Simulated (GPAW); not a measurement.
# Optical response of CoSi2

Aim: the dielectric function of CoSi2, and the optical constants that follow from it. The cell comes from an older database entry, whose edges can differ from later determinations, mostly by under a per cent.

Calculated with GPAW 26.7.0; DFT, LDA, plane-wave PAW (GPAW data sets), scalar-relativistic, RPA, optical limit.

Report form: the programs' logs are mostly left out.

The database entry behind the starting cell differs from later determinations by our own check (0.1 to 0.3 % short, probably kX units), so it need not match the best structure at ambient conditions.

### Step 1. The structure

Symmetry: Fm-3m, No. 225, cubic system. The conventional cell has a = 5.356 Å, b = 5.356 Å, c = 5.356 Å, α = 90.00°, β = 90.00°, γ = 90.00°. Nearest to Co lie 8 Si at 2.32 Å. Si has 4 Co at 2.32 Å nearest. Farther neighbours are not listed.

### Step 2. Ground state

First the ground state: is it a metal or has it a gap?

This step: DFT, LDA, plane-wave PAW (GPAW data sets), scalar-relativistic, ground state (GPAW 26.7.0).

The input, gs.py:

```python
from ase import Atoms
from ase.dft.bandgap import bandgap
from gpaw import GPAW, PW, FermiDirac

atoms = Atoms(['Co', 'Si', 'Si'],
              cell=[[0.000000000000, 2.678000000000, 2.678000000000],
                    [2.678000000000, 0.000000000000, 2.678000000000],
                    [2.678000000000, 2.678000000000, 0.000000000000]],
              scaled_positions=[[0.000000000000, 0.000000000000, 0.000000000000],
                                [0.750000000000, 0.750000000000, 0.750000000000],
                                [0.250000000000, 0.250000000000, 0.250000000000]],
              pbc=[True, True, True])
atoms.calc = GPAW(mode=PW(500), xc='LDA', kpts={'size': (7, 7, 7), 'gamma': True},
                  occupations=FermiDirac(0.05), maxiter=150, txt='gs.txt')
print('energy (eV)', atoms.get_potential_energy())
print('Fermi level (eV)', atoms.calc.get_fermi_level())
print('valence electrons', atoms.calc.get_number_of_electrons())
print('gap (eV)', bandgap(atoms.calc, output=None)[0])
print('direct gap (eV)', bandgap(atoms.calc, direct=True, output=None)[0])
atoms.calc.write('gs.gpw')
```

Started as:

```
$ OMP_NUM_THREADS=1 python gs.py
```

Elapsed: 7.2 s, on 1 thread of Arm Neoverse V1, shared host; peak memory 0.13 GiB.

This run has no spin polarisation, although Co can carry a moment.

Read-outs, printed or worked out from the files:

* energy: -23.03 eV
* Fermi energy: 9.409 eV
* electrons: 17

There are states at the Fermi level within the smearing, so the occupations stay smeared and the carriers get a Drude term.

### Step 3. Bands for the response

At the fixed density, many empty bands are solved on the mesh of the response, since the spectrum sums over them.

This step: DFT, LDA, plane-wave PAW (GPAW data sets), scalar-relativistic, bands at fixed density (GPAW 26.7.0).

The input, nscf.py:

```python
from ase.dft.bandgap import bandgap
from gpaw import GPAW, FermiDirac

calc = GPAW('gs.gpw').fixed_density(kpts={'size': (10, 10, 10), 'gamma': True}, nbands=35, convergence={'bands': 29},
                                    occupations=FermiDirac(0.05), txt='nscf.txt')
print('gap (eV)', bandgap(calc, output=None)[0])
print('direct gap (eV)', bandgap(calc, direct=True, output=None)[0])
print('top band over the Fermi level (eV)', min(calc.get_eigenvalues(kpt=k)[28] for k in range(len(calc.get_ibz_k_points()))) - calc.get_fermi_level())
calc.write('full.gpw', mode='all')
```

Started as:

```
$ OMP_NUM_THREADS=1 python nscf.py
```

Elapsed: 85 s, on 1 thread; peak memory 0.18 GiB.

### Step 4. Dielectric function, RPA

Transitions between filled and empty bands, summed over the zone, give the optical response, so mesh, band count and broadening shape it.

The induced potential is part of this response.

This step: DFT, LDA, plane-wave PAW (GPAW data sets), scalar-relativistic, RPA, optical limit (GPAW 26.7.0).

The input, df.py:

```python
from gpaw.response.df import DielectricFunction

df = DielectricFunction('full.gpw', frequencies={'type': 'nonlinear', 'domega0': 0.03, 'omega2': 8},
                        ecut=50,
                        eta=0.15,
                        nbands=29,
                        rate=0.05,
                        txt='df.txt')
for direction in ['x']:
    df.get_dielectric_function(xc='RPA', direction=direction, filename=f'df_{direction}.csv')
```

Started as:

```
$ OMP_NUM_THREADS=1 python df.py
```

The job ended after 6.9 s (1 thread; peak memory 0.23 GiB).

Sum at mesh points, not converged in k. Im ε, E ∥ x against photon energy; read off at these points:

photon energy (eV), Im ε, E ∥ x and a bar:
```
     0.50         58 ##############################
     1.00         11 #####
     1.50          5 ##
     2.00          8 ####
     2.50         10 #####
     2.66         13 #######
     3.00         13 ######
     3.50         10 #####
     4.00         10 #####
     4.29         12 ######
     4.50         11 #####
     5.00         10 #####
     5.50         19 ##########
     6.00         15 #######
     6.50          9 ####
     7.00          9 ####
     7.50          6 ###
     8.00          5 ##
     8.50          4 ##
     9.00          3 #
     9.50          3 #
    10.00          2 #
    10.50          2 #
    11.00          2 
    11.50          2 
    12.00          1 
    12.50          1 
    13.00          1 
    13.50          1
```

Values under 1 per cm are given as 1; sum at mesh points, not converged in k. Absorption coefficient, E ∥ x against photon energy:

photon energy (eV), log10 absorption coefficient, E ∥ x (1/cm) and a bar from the least value:
```
    0.492        5.7 ##########
    1.010        5.7 ########
    1.486        5.5 ##
    1.985        5.4 
    2.508        5.5 ####
    3.018        5.8 #############
    3.510        5.8 #############
    3.980        5.9 ###############
    4.516        5.9 ##################
    4.981        5.9 #################
    5.515        6.2 ###########################
    6.021        6.3 #############################
    6.494        6.3 ############################
    6.985        6.3 ##############################
    7.496        6.3 ##############################
    8.026        6.3 #############################
    8.516        6.3 #############################
    9.023        6.3 ############################
    9.483        6.3 #############################
   10.026        6.3 ############################
   10.519        6.2 ############################
   11.029        6.2 ############################
   11.479        6.2 ############################
   12.023        6.2 ############################
   12.504        6.2 ###########################
   13.000        6.2 ###########################
   13.512        6.2 ##########################
```

The loss function −Im 1/ε at q → 0, E ∥ x has structure finer than the step of the table below, so its rows give means over 0.5 eV, whole bins alone (the curve runs from 0.305 to 14.0 eV). Peaks (eV: height): 1.59: 0.225.

Sum at mesh points, not converged in k. The loss function −Im 1/ε at q → 0, E ∥ x by energy loss; means over each step:

| energy loss (eV) | loss function −Im 1/ε at q → 0, E ∥ x |
| --- | --- |
| 1.0 | 0.0255 |
| 1.5 | 0.150 |
| 2.0 | 0.0743 |
| 2.5 | 0.0504 |
| 3.0 | 0.0686 |
| 3.5 | 0.0789 |
| 4.0 | 0.0721 |
| 4.5 | 0.0803 |
| 5.0 | 0.0658 |
| 5.5 | 0.0535 |
| 6.0 | 0.0650 |
| 6.5 | 0.0819 |
| 7.0 | 0.0829 |
| 7.5 | 0.0889 |
| 8.0 | 0.108 |
| 8.5 | 0.115 |
| 9.0 | 0.146 |
| 9.5 | 0.140 |
| 10.0 | 0.168 |
| 10.5 | 0.192 |
| 11.0 | 0.213 |
| 11.5 | 0.239 |
| 12.0 | 0.256 |
| 12.5 | 0.283 |
| 13.0 | 0.285 |
| 13.5 | 0.372 |

Sum at mesh points, not converged in k. Im ε, E ∥ x against photon energy; read off at these points:

| photon energy (eV) | without local fields | with local fields |
| --- | --- | --- |
| 0.50 | 57.5 | 57.6 |
| 1.00 | 10.6 | 10.6 |
| 1.50 | 5.09 | 5.03 |
| 2.00 | 7.82 | 7.60 |
| 2.50 | 9.97 | 9.67 |
| 2.66 | 13.9 | 13.5 |
| 3.00 | 12.9 | 12.6 |
| 3.50 | 10.3 | 10.1 |
| 4.00 | 10.4 | 10.1 |
| 4.29 | 12.7 | 12.2 |
| 4.50 | 11.1 | 10.7 |
| 5.00 | 11.0 | 10.3 |
| 5.50 | 20.2 | 19.4 |
| 6.00 | 15.2 | 14.9 |
| 6.50 | 8.95 | 9.05 |
| 7.00 | 8.80 | 8.90 |
| 7.50 | 6.54 | 6.47 |
| 8.00 | 4.86 | 4.74 |
| 8.50 | 3.81 | 3.82 |
| 9.00 | 3.46 | 3.39 |
| 9.50 | 2.74 | 2.70 |
| 10.00 | 2.16 | 2.16 |
| 10.50 | 1.91 | 1.88 |
| 11.00 | 1.53 | 1.57 |
| 11.50 | 1.49 | 1.52 |
| 12.00 | 1.20 | 1.22 |
| 12.50 | 1.07 | 1.08 |
| 13.00 | 0.840 | 0.860 |
| 13.50 | 0.653 | 0.666 |

Sum at mesh points, not converged in k. The reflectivity at normal incidence, E ∥ x by photon energy; read off at these points:

| photon energy (eV) | reflectivity at normal incidence, E ∥ x (%) |
| --- | --- |
| 0.500 | 89.8 |
| 0.750 | 90.0 |
| 1.000 | 80.9 |
| 1.250 | 68.8 |
| 1.500 | 38.5 |
| 1.750 | 23.1 |
| 2.000 | 31.7 |
| 2.250 | 31.4 |
| 2.500 | 37.6 |
| 2.750 | 41.5 |
| 2.859 | 41.6 |
| 3.000 | 40.9 |
| 3.250 | 36.8 |
| 3.500 | 36.5 |
| 3.750 | 36.1 |
| 4.000 | 36.4 |
| 4.250 | 40.0 |
| 4.500 | 38.5 |
| 4.750 | 35.9 |
| 5.000 | 36.7 |
| 5.250 | 44.4 |
| 5.500 | 51.8 |
| 5.750 | 52.7 |
| 6.000 | 53.6 |
| 6.250 | 57.3 |
| 6.334 | 58.2 |
| 6.500 | 55.1 |
| 6.750 | 51.9 |
| 7.000 | 56.8 |
| 7.250 | 58.1 |
| 7.500 | 59.5 |
| 7.750 | 60.5 |
| 8.000 | 57.7 |
| 8.250 | 58.2 |
| 8.500 | 60.7 |
| 8.578 | 61.4 |
| 8.750 | 59.5 |
| 9.000 | 53.7 |
| 9.250 | 57.6 |
| 9.500 | 60.4 |
| 9.617 | 61.2 |
| 9.750 | 60.1 |
| 10.000 | 58.2 |
| 10.250 | 58.5 |
| 10.500 | 56.7 |
| 10.750 | 57.7 |
| 11.000 | 57.8 |
| 11.250 | 55.7 |
| 11.500 | 55.3 |
| 11.750 | 57.7 |
| 12.000 | 57.6 |
| 12.250 | 56.7 |
| 12.500 | 57.3 |
| 12.750 | 58.4 |
| 13.000 | 60.5 |
| 13.169 | 63.7 |
| 13.250 | 63.5 |
| 13.500 | 59.0 |
| 13.750 | 56.6 |

At chosen wavelengths:

| wavelength (nm) | n | k | R (%) | 1/α |
| --- | --- | --- | --- | --- |
| 1550 | 1.15 | 6.133 | 89.1 | 20 nm |
| 1064 | 1.05 | 3.536 | 74.8 | 24 nm |
| 800 | 1.47 | 1.560 | 31.1 | 41 nm |
| 633 | 2.95 | 1.232 | 31.1 | 41 nm |
| 532 | 3.12 | 1.118 | 31.5 | 38 nm |
| 365 | 2.89 | 1.712 | 36.0 | 17 nm |
| 308 | 2.91 | 1.715 | 36.1 | 14 nm |

In reflection the computed colour is faintly blue: x = 0.292, y = 0.299, luminous reflectivity 33 %.

### Step 5. Summary of results

What this shows: At this level (LDA, RPA) CoSi2 is a metal. The mesh is too coarse to trust the carriers' weight, the reflectivity or the colour to better than tens of per cent. In reflection the computed colour is faintly blue: x = 0.292, y = 0.299, luminous reflectivity 33 %. The carriers' damping of 0.05 eV is typed, not computed; it shapes the response at the lowest energies. The run has no spin polarisation; magnetic order or correlation, untested here, could change the spectrum. In this version of GPAW the matrix elements of the optical limit are incomplete, which can lower ε − 1 by up to a tenth where first-row anions or d states rule, and shift it by more in d metals. GPAW's carrier term has the form −ωp²/(ω + i·rate)², which damps like twice the rate and fails at low energy, so the curves leave the lowest energies out. The sum runs over mesh points 0.20 Å⁻¹ apart with no interpolation, so peaks are partly noise of the mesh, and the Drude plasma energy, a sum over the Fermi surface, isn't converged.

[Machine, clock and banner lines and Python warnings are left out of the logs.]

[Logs are printed without paths, hosts, clocks, repeated set-up lines and the standing remarks that a program may print on its own settings, such as how far it seeks lower states.]

[Hosts, paths, dates, database ids (printed as entryN), source tags and the programs' standing remarks are cut or masked in the printed files.]
